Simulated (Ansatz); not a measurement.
**Be3TlN: relaxing a made-up structure**

This structure for Be3TlN is made up. Its elements were placed in a known structure type with a cell scaled to their sizes. What cell does the guess relax to, and how far off was it?

Method: DFT, PBE, plane-wave PAW, files of the set soft_1, scalar-relativistic, no spin, cell and ions relaxed at zero pressure; PAW set soft_1, in the first sound run; inputs show where later runs differ, in Ansatz 0.2.0.

## 1. Set-up

The structure is cubic, space group Pm-3m (No. 221). Conventional cell: a = 3.920 Å, b = 3.920 Å, c = 3.920 Å, α = 90.00°, β = 90.00°, γ = 90.00°. Nearest to Tl lie 12 Be at 2.77 Å. Nearest to N lie 6 Be at 1.96 Å. Nearest to Be lie 2 N at 1.96 Å. Farther neighbours and most contacts between anions are not listed.

## 2. Relaxing cell and atoms

The guessed cell has no reason to be at equilibrium. It is relaxed with the atoms, within the space group of the guess.

The input, input.yaml:

```yaml
crystal:
  lattice:
    - [3.92, 0.0, 0.0]
    - [0.0, 3.92, 0.0]
    - [0.0, 0.0, 3.92]
  atoms:
    - { symbol: Tl, position: [0.0, 0.0, 0.0] }
    - { symbol: "N", position: [0.5, 0.5, 0.5] }
    - { symbol: Be, position: [0.5, 0.0, 0.5] }
    - { symbol: Be, position: [0.5, 0.5, 0.0] }
    - { symbol: Be, position: [0.0, 0.5, 0.5] }
kpoints:
  mp_grid: { grid: [7, 7, 7] }
scf:
  occupations: { method: fermi_dirac, width: 0.05 }
hamiltonian:
  xc: pbe
  pseudopotentials: { kind: paw, azcp: { folder: soft_1 } }
relax:
  f_tol: 0.015
  max_steps: 70
  cell: {}
output:
  forces: true
  stress: true
```

Started as:

```bash
$ ansatz run input.yaml --threads 4 --pin off --max-ram 8192MiB --backend cpu --events-out ev --progress --plain --runs-dir out
```

Numbers of over 12 decimals in the logs are rounded to 6 here.

What it wrote:

```text
Engine: ansatz 0.2.0, aarch64-unknown-linux-gnu
Pseudopotentials: kind: paw
Pseudopotential: Tl, paw, valence charge 13, recommended cutoff 420 eV (normal), soft_1/Tl.paw.azcp
Pseudopotential: N, paw, valence charge 5, recommended cutoff 420 eV (normal), soft_1/N.paw.azcp
Pseudopotential: Be, paw, valence charge 2, recommended cutoff 420 eV (normal), soft_1/Be.paw.azcp
Functional definition: PBE
  parameter kappa = 0.804
  parameter beta = 0.066725
  exchange = pbe_x(kappa = kappa, mu = beta*pi^2/3)
  correlation = pbe_c(beta = beta)
Crystal: 5 atoms, lattice volume = 60.236 Å³
Basis set: ecut = 420 eV, 1189 PW (Γ), exchange–correlation on 54×54×54 points (8 copies of the dense FFT grid, shifted against one another)
Bands: 17, of which v1, the nominal top of the filled ones, is band 12 counted from 1 (11 counted from 0)
Symmetry: 48 space group operations
Space group: Pm-3m (ITA 221), of the structure as read, at distance tolerance 3.9e-5 Å
k-points: 20 of 343
Non-local potential: Tl, projectors of the file, l = 0: 2, l = 1: 2, l = 2: 2, l = 3: 1
Non-local potential: N, projectors of the file, l = 0: 2, l = 1: 2, l = 2: 1
Non-local potential: Be, projectors of the file, l = 0: 2, l = 1: 2, l = 2: 1
PAW form: soft (Blöchl's): semilocal exchange-correlation on the pseudo side does not see the compensation charge
PAW one-centre angular grid: Tl, 590 points (default); XC on 64 Gauss nodes
PAW one-centre angular grid: N, 110 points (default); XC on 64 Gauss nodes
PAW one-centre angular grid: Be, 110 points (default); XC on 64 Gauss nodes
Initial density: superposition of atomic densities (chi_scale 0.1, normalization cell, long waves kept (reshape's long-wave potential 0.02 eV rms))
Initial wavefunctions: pseudopotential atomic-orbital guess
Functional: x = pbe(κ = 0.804, μ = 0.219515), c = pbe(β = 0.066725)
SCF iter   1: F=—  HF=-12106.647500 eV  |F-HF|=—  |Δ(HF+E_count)|=         —  Δρ=2.24e-2  dr2=2.40e-1  ethr=3.10e-3  ⟨swp⟩=6.1  Hψ=1816  notcnv=0
preconditioner: auto → Kerker (q_TF=auto, 2.340 Å⁻¹)  [metal: Δε(μ)=0.035 eV  Ē_g=11.945 eV  σ=0.050 eV  W_gap=0.17  n_scr=18 (ndim 8)  ℏωp=23.4 eV  f_vac=0.000  D(μ)=2.31/eV (n_scr^D=18)]
SCF iter   2: F=—  HF=-12106.648563 eV  |F-HF|=—  |Δ(HF+E_count)|=   1.06e-3  Δρ=1.42e-2  dr2=1.06e-1  ethr=9.99e-4  ⟨swp⟩=1.1  Hψ=502  notcnv=0
SCF iter   3: F=—  HF=-12106.644048 eV  |F-HF|=—  |Δ(HF+E_count)|=   4.51e-3  Δρ=1.89e-3  dr2=4.06e-3  ethr=4.42e-4  ⟨swp⟩=2.3  Hψ=469  notcnv=0  defer=1
SCF iter   4: F=—  HF=-12106.642924 eV  |F-HF|=—  |Δ(HF+E_count)|=   1.12e-3  Δρ=6.52e-4  dr2=1.85e-4  ethr=1.69e-5  ⟨swp⟩=2.1  Hψ=455  notcnv=0  defer=1
SCF iter   5: F=—  HF=-12106.642859 eV  |F-HF|=—  |Δ(HF+E_count)|=   6.50e-5  Δρ=2.98e-4  dr2=9.40e-5  ethr=7.70e-7  ⟨swp⟩=2.0  Hψ=584  notcnv=0  defer=1
SCF iter   6: F=—  HF=-12106.642407 eV  |F-HF|=—  |Δ(HF+E_count)|=   4.52e-4  Δρ=9.24e-5  dr2=5.18e-6  ethr=3.92e-7  ⟨swp⟩=2.0  Hψ=442  notcnv=0  defer=1
SCF iter   7: F=—  HF=-12106.642406 eV  |F-HF|=—  |Δ(HF+E_count)|=   1.23e-6  Δρ=1.65e-5  dr2=1.54e-7  ethr=2.16e-8  ⟨swp⟩=2.7  Hψ=549  notcnv=0  defer=1
SCF iter   8: F=-12106.642406 eV  HF=-12106.642406 eV  |F-HF|=2.22e-10  |Δ(HF+E_count)|=   1.49e-8  Δρ=3.21e-6  dr2=4.73e-9  ethr=4.17e-10  ⟨swp⟩=4.0  Hψ=988  notcnv=0
SCF 1 converged in 8 iterations: F = -12106.642406 eV  dr2 = 4.73e-9
  greatest PAW one-centre occupation: 0.957 electrons in one spin orbital (limit 2), on the Tl atom at site 0 (counted from 0), in its partial waves of l = 2
relax step   1: F+E_penalty+E_count = -12106.64240615 eV  Δ(F+E_penalty+E_count) = +0.000e0 eV  max|allowed force component| = 1.344e-30 eV/Å  Δτ_max = 0.0000 Å  P = -10.454 GPa  Ω = 60.236 Å³  (8 SCF iters, dr2 threshold 1.00e-7 eV, accepted)
Crystal: 5 atoms, lattice volume = 53.964 Å³
Basis set: ecut = 420 eV, 1021 PW (Γ), exchange–correlation on 54×54×54 points (8 copies of the dense FFT grid, shifted against one another)
Initial density: handed on by an earlier stage of this run
Initial wavefunctions: those handed on with the density
iter 1 solved again at ethr=4.22e-4 eV; its pass at ethr=3.10e-3 eV (dr2=1.01e-1 eV) is discarded
SCF iter   1: F=—  HF=-12106.899521 eV  |F-HF|=—  |Δ(HF+E_count)|=         —  Δρ=1.04e-2  dr2=1.02e-1  ethr=4.22e-4  ⟨swp⟩=1.0  Hψ=2172  notcnv=0
preconditioner: auto → Kerker (q_TF=auto, 2.384 Å⁻¹)  [metal: Δε(μ)=0.034 eV  Ē_g=12.372 eV  σ=0.050 eV  W_gap=0.17  n_scr=18 (ndim 8)  ℏωp=24.8 eV  f_vac=0.000  D(μ)=1.81/eV (n_scr^D=18)]
SCF iter   2: F=—  HF=-12106.875990 eV  |F-HF|=—  |Δ(HF+E_count)|=   2.35e-2  Δρ=3.53e-3  dr2=1.31e-2  ethr=4.22e-4  ⟨swp⟩=2.0  Hψ=517  notcnv=0
SCF iter   3: F=—  HF=-12106.871804 eV  |F-HF|=—  |Δ(HF+E_count)|=   4.19e-3  Δρ=1.76e-3  dr2=4.02e-3  ethr=5.46e-5  ⟨swp⟩=1.8  Hψ=471  notcnv=0
SCF iter   4: F=—  HF=-12106.870101 eV  |F-HF|=—  |Δ(HF+E_count)|=   1.70e-3  Δρ=4.09e-4  dr2=1.34e-4  ethr=1.67e-5  ⟨swp⟩=2.4  Hψ=448  notcnv=0
SCF iter   5: F=—  HF=-12106.869697 eV  |F-HF|=—  |Δ(HF+E_count)|=   4.04e-4  Δρ=1.19e-4  dr2=6.74e-6  ethr=5.59e-7  ⟨swp⟩=2.1  Hψ=463  notcnv=0
SCF iter   6: F=-12106.869697 eV  HF=-12106.869697 eV  |F-HF|=1.64e-10  |Δ(HF+E_count)|=   6.88e-7  Δρ=2.01e-5  dr2=1.43e-7  ethr=2.08e-9  ⟨swp⟩=2.6  Hψ=1282  notcnv=0
SCF 2 converged in 6 iterations: F = -12106.869697 eV  dr2 = 1.43e-7
relax step   2: F+E_penalty+E_count = -12106.86969664 eV  Δ(F+E_penalty+E_count) = -2.273e-1 eV  max|allowed force component| = 5.364e-30 eV/Å  Δτ_max = 0.0000 Å  P = +0.043 GPa  Ω = 53.964 Å³  energy of the carried Pulay correction = +4.157e-3 eV  (6 SCF iters, dr2 threshold 5.00e-7 eV, accepted)
Initial wavefunctions: pseudopotential atomic-orbital guess (no wavefunctions were taken with the density)
iter 1 solved again at ethr=1.17e-8 eV; its pass at ethr=3.10e-3 eV (dr2=2.81e-6 eV) is discarded
SCF iter   1: F=—  HF=-12106.867601 eV  |F-HF|=—  |Δ(HF+E_count)|=         —  Δρ=1.93e-4  dr2=2.47e-6  ethr=1.17e-8  ⟨swp⟩=3.0  Hψ=2858  notcnv=0
preconditioner: auto → Kerker (q_TF=auto, 2.384 Å⁻¹)  [metal: Δε(μ)=0.081 eV  Ē_g=12.474 eV  σ=0.050 eV  W_gap=0.35  n_scr=18 (ndim 8)  ℏωp=24.8 eV  f_vac=0.000  D(μ)=1.90/eV (n_scr^D=18)]
SCF iter   2: F=—  HF=-12106.867260 eV  |F-HF|=—  |Δ(HF+E_count)|=   3.42e-4  Δρ=1.01e-4  dr2=7.30e-7  ethr=1.03e-8  ⟨swp⟩=2.0  Hψ=580  notcnv=0
SCF iter   3: F=—  HF=-12106.867262 eV  |F-HF|=—  |Δ(HF+E_count)|=   2.69e-6  Δρ=1.94e-5  dr2=4.35e-8  ethr=3.04e-9  ⟨swp⟩=2.0  Hψ=571  notcnv=0
SCF iter   4: F=—  HF=-12106.867262 eV  |F-HF|=—  |Δ(HF+E_count)|=   7.47e-8  Δρ=2.43e-6  dr2=3.24e-9  ethr=1.81e-10  ⟨swp⟩=2.0  Hψ=577  notcnv=0
SCF iter   5: F=—  HF=-12106.867262 eV  |F-HF|=—  |Δ(HF+E_count)|=  2.06e-10  Δρ=9.70e-7  dr2=4.48e-10  ethr=1.35e-11  ⟨swp⟩=2.1  Hψ=455  notcnv=0
SCF iter   6: F=-12106.867262 eV  HF=-12106.867262 eV  |F-HF|=1.82e-12  |Δ(HF+E_count)|=  1.09e-10  Δρ=1.97e-7  dr2=1.35e-11  ethr=1.00e-12  ⟨swp⟩=2.2  Hψ=1248  notcnv=0
SCF 3 converged in 6 iterations: F = -12106.867262 eV  dr2 = 1.35e-11
relax step   3: F+E_penalty+E_count = -12106.86726238 eV  Δ(F+E_penalty+E_count) = +2.434e-3 eV  max|allowed force component| = 5.312e-30 eV/Å  Δτ_max = 0.0000 Å  P = -0.041 GPa  Ω = 53.964 Å³  stress off target by 4.08e-2 GPa  SCF on the basis re-selected at this cell (its energy is not comparable with the rows above)  (6 SCF iters)
basis re-selected at this cell: Δ(F+E_penalty+E_count) = +2.434e-3 eV, ΔP = -0.084 GPa vs the last step (what re-selecting the basis moved, of the pressure what is left beyond the Pulay correction that the steps carried, after the strain that the cell walked since its last selection, with what the two solves' SCF thresholds leave and, on support functions, any second-order correction that the steps lacked; it is no m [...]
SCF converged after 6 iterations
Free energy (F): -12106.867262 eV
Harris-Foulkes:  -12106.867262 eV  (|F-HF|=1.82e-12)
Internal energy: -12106.852815 eV  (E = F + TS)
E sigma→0 (E₀):  -12106.860039 eV
Entropy (-TS):   -0.014447 eV (-2.889 meV/atom)
Fermi energy:    11.599701 eV
--- Per-component energies (eV) ---
  E_band       = 61.472352
  E_kinetic    = 455.963576
  E_local      = -977.122602  (includes V_loc(G=0)·N_el)
  E_nonlocal   = 357.907081
  E_hartree    = 374.309247
  E_xc         = -306.141879
  E_vxc        = -260.816822  (∫ρ·V_xc dr)
  E_paw        = -10488.807982  (= ΣΔE_a)
  E_vpaw       = -263.078207  (= ΣTr[D̂ρ^β])
  E_aug_tail   = 0.000800  (compensation charges beyond the density's cutoff)
  E_ewald      = -1522.961057
  E_smearing   = -0.014447  (= −TS)
  E_closure    = 0.000000  (closes the sum)
  Σ components = -12106.867262   (vs F -12106.867262, Δ=0.00e0)
--- Forces (eV/Å), atoms counted from 1 ---
  atom   1  Tl    -0.00000000     0.00000000     0.00000000
  atom   2  N      0.00000000     0.00000000    -0.00000000
  atom   3  Be     0.00000000    -0.00000000     0.00000000
  atom   4  Be     0.00000000     0.00000000     0.00000000
  atom   5  Be    -0.00000000     0.00000000     0.00000000
  max |Σ_I F_I| component: 5.65e-30 eV/Å
--- Stress (GPa, compression-positive) ---
       -0.040827       0.000000      -0.000000
        0.000000      -0.040827       0.000000
       -0.000000       0.000000      -0.040827
  P = ⅓ Tr σ = -0.0408 GPa (-0.408 kbar)
--- Relaxed structure (2 steps of the walk, 2 accepted, 1 SCFs on fresh bases) ---
  F+E_penalty+E_count = -12106.86726238 eV   max|allowed force component| = 5.312e-30 eV/Å   (the final SCF, on the basis selected at the relaxed cell)
  cell:  # Å, volume = 53.9637 Å³
    - [3.778915, 0, 0.0]
    - [0, 3.778915, 0]
    - [0.0, 0, 3.778915]
  atoms:
    - { symbol: Tl, position: [0, 0, 0] }
    - { symbol: N, position: [0.500000, 0.500000, 0.500000] }
    - { symbol: Be, position: [0.500000, 0, 0.500000] }
    - { symbol: Be, position: [0.500000, 0.500000, 0] }
    - { symbol: Be, position: [0, 0.500000, 0.500000] }
```

Elapsed: 1.9 s, on 4 threads of Arm Neoverse V1, shared host; peak memory 0.34 GiB.

Step by step:

```csv
step,energy less that of the first step (eV),largest force component (eV/Å),pressure (GPa),volume (Å³)
1,0.0000,0.0000,-10.45,60.24
2,-0.2273,0.0000,0.04,53.96
3*,-0.2249,0.0000,-0.04,53.96
```

Relaxation steps marked * repeat the geometry before them on a plane-wave basis chosen anew for their cell, so energy and pressure can jump there.

The run keeps the 48 symmetry operations that it works with, so distortions that break them were not tested.

```csv
"conventional cell, symmetrised",before,after,change
a (Å),3.920,3.779,-3.6 %
b (Å),3.920,3.779,-3.6 %
c (Å),3.920,3.779,-3.6 %
volume (Å³/atom),12.05,10.79,-10.4 %
```

Numbers from this step:

```yaml
free_energy: -12106.8673 eV
energy_at_zero_smearing: -12106.8600 eV
smearing_term_ts: 0.01445 eV
fermi_energy: 11.60 eV
electrons: 24
symmetry_operations: 48
pressure: -0.04083 GPa
```

Shortest distances by pair of elements, guess and relaxed (not always the same contact):

```
 pair  guess (Å)  relaxed (Å)
 Be–N      1.960        1.889
Be–Tl      2.772        2.672
Be–Be      2.772        2.672
 N–Tl      3.395        3.273
Tl–Tl      3.920        3.779
```

The relaxation ends with a pressure of -0.04 GPa.

## 3. Electronic structure of the relaxed cell

With the geometry fixed, one more self-consistent run, with a narrower smearing and the mesh shown in its input, gives the bands, and its pressure, and its forces where symmetry allows any, show how far the geometry depends on these settings.

This step: DFT, PBE, plane-wave PAW, files of the set soft_1, scalar-relativistic, no spin, bands and density of states at the relaxed cell; PAW set soft_1 (Ansatz 0.2.0).

The input, input.yaml:

```yaml
crystal:
  lattice:
    - [3.7789151804, 0.0, 0.0]
    - [0.0, 3.7789151804, 0.0]
    - [0.0, 0.0, 3.7789151804]
  atoms:
    - { symbol: Tl, position: [0.0, 0.0, 0.0] }
    - { symbol: "N", position: [0.5, 0.5, 0.5] }
    - { symbol: Be, position: [0.5, 0.0, 0.5] }
    - { symbol: Be, position: [0.5, 0.5, 0.0] }
    - { symbol: Be, position: [0.0, 0.5, 0.5] }
kpoints:
  mp_grid: { grid: [8, 8, 8] }
  band_path:
    path:
      - [[0.0, 0.0, 0.0], [0.0, 0.5, 0.0], [0.5, 0.5, 0.0], [0.0, 0.0, 0.0], [0.5, 0.5, 0.5], [0.0, 0.5, 0.0]]
      - [[0.5, 0.5, 0.0], [0.5, 0.5, 0.5]]
    npoints: 13
scf:
  occupations: { method: fermi_dirac, width: 0.03 }
  n_extra_bands: 9
hamiltonian:
  xc: pbe
  pseudopotentials: { kind: paw, azcp: { folder: soft_1 } }
output:
  forces: true
  stress: true
  write_bands: true
  dos: { projected: true }
  write_density: true
  write_potential: true
  elf: true
  volumetric_format: npy
```

What it wrote:

```text
[...]
Crystal: 5 atoms, lattice volume = 53.964 Å³
Basis set: ecut = 420 eV, 1021 PW (Γ), exchange–correlation on 54×54×54 points (8 copies of the dense FFT grid, shifted against one another)
Bands: 21, of which v1, the nominal top of the filled ones, is band 12 counted from 1 (11 counted from 0)
[... 1 set-up line as in the run before ...]
[...]
k-points: 35 of 512
[...]
SCF iter   1: F=—  HF=-12106.870472 eV  |F-HF|=—  |Δ(HF+E_count)|=         —  Δρ=2.26e-2  dr2=2.08e-1  ethr=3.10e-3  ⟨swp⟩=5.9  Hψ=3655  notcnv=0
[...]
SCF iter   7: F=-12106.875403 eV  HF=-12106.875403 eV  |F-HF|=3.66e-9  |Δ(HF+E_count)|=   2.33e-7  Δρ=8.15e-6  dr2=2.47e-8  ethr=4.17e-10  ⟨swp⟩=10.0  Hψ=4596  notcnv=0
SCF 1 converged in 7 iterations: F = -12106.875403 eV  dr2 = 2.47e-8
[...]
NSCF: frozen V_eff on 80 k-points
SCF converged after 7 iterations
Free energy (F): -12106.875403 eV
[...]
Internal energy: -12106.871376 eV  (E = F + TS)
E sigma→0 (E₀):  -12106.873389 eV
Entropy (-TS):   -0.004027 eV (-0.805 meV/atom)
Fermi energy:    11.553534 eV
[...]
--- Stress (GPa, compression-positive) ---
       -0.049194       0.000000       0.000000
        0.000000      -0.049194       0.000000
        0.000000       0.000000      -0.049194
  P = ⅓ Tr σ = -0.0492 GPa (-0.492 kbar)
--- Band table (eV; the first three rows and the last of 35) ---
  k-point 0: bands = [... 8 lower, 5.1050, 5.1050, 13.0236, 13.0236, 13.0236, 13.4441, 13.4441, 16.2261, ... 5 higher]
  k-point 1: bands = [... 8 lower, 5.2235, 5.4482, 11.8731, 12.8743, 12.8743, 13.5024, 14.4219, 16.0191, ... 5 higher]
  k-point 2: bands = [... 8 lower, 5.5286, 6.1499, 10.4653, 12.3785, 12.3785, 13.6792, 15.5217, 15.6151, ... 5 higher]
  k-point 34: bands = [... 8 lower, 5.8664, 5.9768, 6.8361, 6.8361, 6.8361, 17.0463, 17.0463, 17.0463, ... 5 higher]
```

Run time: 1.4 s. Hardware: 4 threads; peak memory 0.35 GiB.

This step gave:

* free energy: -12106.8754 eV
* energy at zero smearing: -12106.8734 eV
* smearing term TS: 0.004027 eV
* Fermi energy: 11.55 eV
* pressure: -0.04919 GPa

bands.tsv at the labelled points (eV, zero at the Fermi level; the bands that come nearest the Fermi level along the path):

```
point  band 9  band 10  band 11  band 12  band 13  band 14  band 15  band 16
    Γ   -6.45    -6.45     1.47     1.47     1.47     1.89     1.89     4.67
    X   -5.52    -4.17    -3.03    -0.07    -0.07     2.78     2.92     5.04
    M   -7.80    -5.37    -0.43    -0.43     1.79     2.99     2.99     4.14
    Γ   -6.45    -6.45     1.47     1.47     1.47     1.89     1.89     4.67
    R   -5.69    -5.58    -4.72    -4.72    -4.72     5.49     5.49     5.49
    X   -5.52    -4.17    -3.03    -0.07    -0.07     2.78     2.92     5.04
    M   -7.80    -5.37    -0.43    -0.43     1.79     2.99     2.99     4.14
    R   -5.69    -5.58    -4.72    -4.72    -4.72     5.49     5.49     5.49
```

States per cell as run, both spins, in windows of 1 eV, from dos.tsv (zero at the Fermi level):

| from | to | total |
| --- | --- | --- |
| -8 | -7 | 0.80 |
| -7 | -6 | 1.88 |
| -6 | -5 | 2.18 |
| -5 | -4 | 1.18 |
| -4 | -3 | 0.36 |
| -3 | -2 | 1.31 |
| -2 | -1 | 1.27 |
| -1 | 0 | 1.10 |
| 0 | 1 | 1.39 |
| 1 | 2 | 0.62 |
| 2 | 3 | 1.16 |
| 3 | 4 | 2.66 |
| 4 | 5 | 2.80 |
| 5 | 6 | 1.97 |

A further 13.9 states lie below the table's range.

Electrostatic potential energy in the ac plane at fractional y = 0.500, with atoms of N and Be within 0.2 Å of it. With pseudopotentials it is smooth inside the atoms' cores, unlike the true potential.

Ten even steps from '_' (-39 eV) to '@' (13 eV), each cell a mean:
```
@@@@@@@@%%++::..--**%%@@@@@@
@@@@@@@@%%##++==++##@@@@@@@@
@@@@@@@@@@%%%%##%%@@@@@@@@@@
%%%%@@@@@@@@%%%%%%@@@@@@@@%%
++**%%@@@@%%++++**%%@@@@##**
::--**%%%%++..__::**%%%%++--
__::++%%%%--______++%%##==..
..::**%%%%==____..++%%%%++::
==++##@@@@##==--++%%@@%%##++
##%%%%@@@@@@%%%%%%@@@@@@%%%%
@@@@@@@@@@@@%%%%%%@@@@@@@@@@
@@@@@@@@%%##**++**%%@@@@@@@@
@@@@@@@@%%++::::--**%%@@@@@@
@@@@@@@@##==..__::++%%@@@@@@
```
Columns run along a (3.8 Å; values clipped at the 3rd and 97th percentile), rows up along c (3.8 Å). Atoms in or near the plane, at fractional coordinates: N at (0.50, 0.50), Be at (0.50, 0.00), Be at (0.00, 0.50).

Valence density in the ac plane at fractional y = 0.500, with atoms of N and Be within 0.2 Å of it. It is the smooth field of the valence electrons, not physical close to the nuclei.

Ten even steps from '_' (0.1 e/Å³) to '@' (3.5 e/Å³), each cell a mean:
```
____________________________
____________________________
____________________________
__________....::....________
________..::====--::..______
________..==%%@@##--..______
______..::**@@@@@@==::______
______..::++%%@@%%==..______
________..::++**==::..______
__________..::::....________
____________....____________
____________________________
____________________________
____________________________
```
Columns run along a (3.8 Å), rows up along c (3.8 Å). Atoms in or near the plane, at fractional coordinates: N at (0.50, 0.50), Be at (0.50, 0.00), Be at (0.00, 0.50).

ELF in the ac plane at fractional y = 0.500, with atoms of N and Be within 0.2 Å of it. It is the smooth field of the valence electrons, not physical close to the nuclei.

Ten even steps from '_' (0.00) to '@' (0.82), each cell a mean:
```
========--..______..--======
======----::::::::::----====
====------++**##**==------==
--------++##@@@@@@##==------
....--++##@@@@@@@@@@##==::..
____--##@@@@##**%%@@@@**::__
____--%%@@@@==..**@@@@##::__
____--%%@@@@**==##@@@@**::__
__..--**%%@@@@@@@@@@##++::..
------==++%%@@@@@@##++------
====----==**%%%%##++------==
====--------------------====
========--..______..--======
========--________..--======
```
Columns run along a (3.8 Å), rows up along c (3.8 Å). Atoms in or near the plane, at fractional coordinates: N at (0.50, 0.50), Be at (0.50, 0.00), Be at (0.00, 0.50).

## 4. What came out

* space group, relaxed: Pm-3m
* conventional cell: a = 3.779, b = 3.779, c = 3.779 Å; α = 90.0°, β = 90.0°, γ = 90.0°
* volume per atom: 10.79 Å³ (guess 12.05)

**Reading.** Be3TlN relaxes to Pm-3m with a = 3.779, b = 3.779 and c = 3.779 Å. The guessed volume was 12 % too large. The space group Pm-3m was held in the relaxation, so the end point is a stationary structure within it and may be a saddle against distortions or other arrangements. Bands cross the Fermi level, so it is a metal or semimetal at this level. On the 8×8×8 mesh with the narrower smearing (relaxed on 7×7×7) the forces vanish, as symmetry may demand, and the largest stress component is 0.049 GPa, within the relaxation's thresholds of 0.015 eV/Å and 0.05 GPa. The cutoff wasn't tested. Spin-orbit coupling is left out, which can matter for elements this heavy. No dispersion term is used, so weakly bound directions may come out too long. Nothing here tests whether the compound is stable against decomposition.

[Logs are printed without paths, hosts, clocks, repeated set-up lines and the standing remarks that a program may print on its own settings, such as how far it seeks lower states.]

[Hosts, paths, dates, database ids (printed as entryN), source tags and the programs' standing remarks are cut or masked in the printed files.]
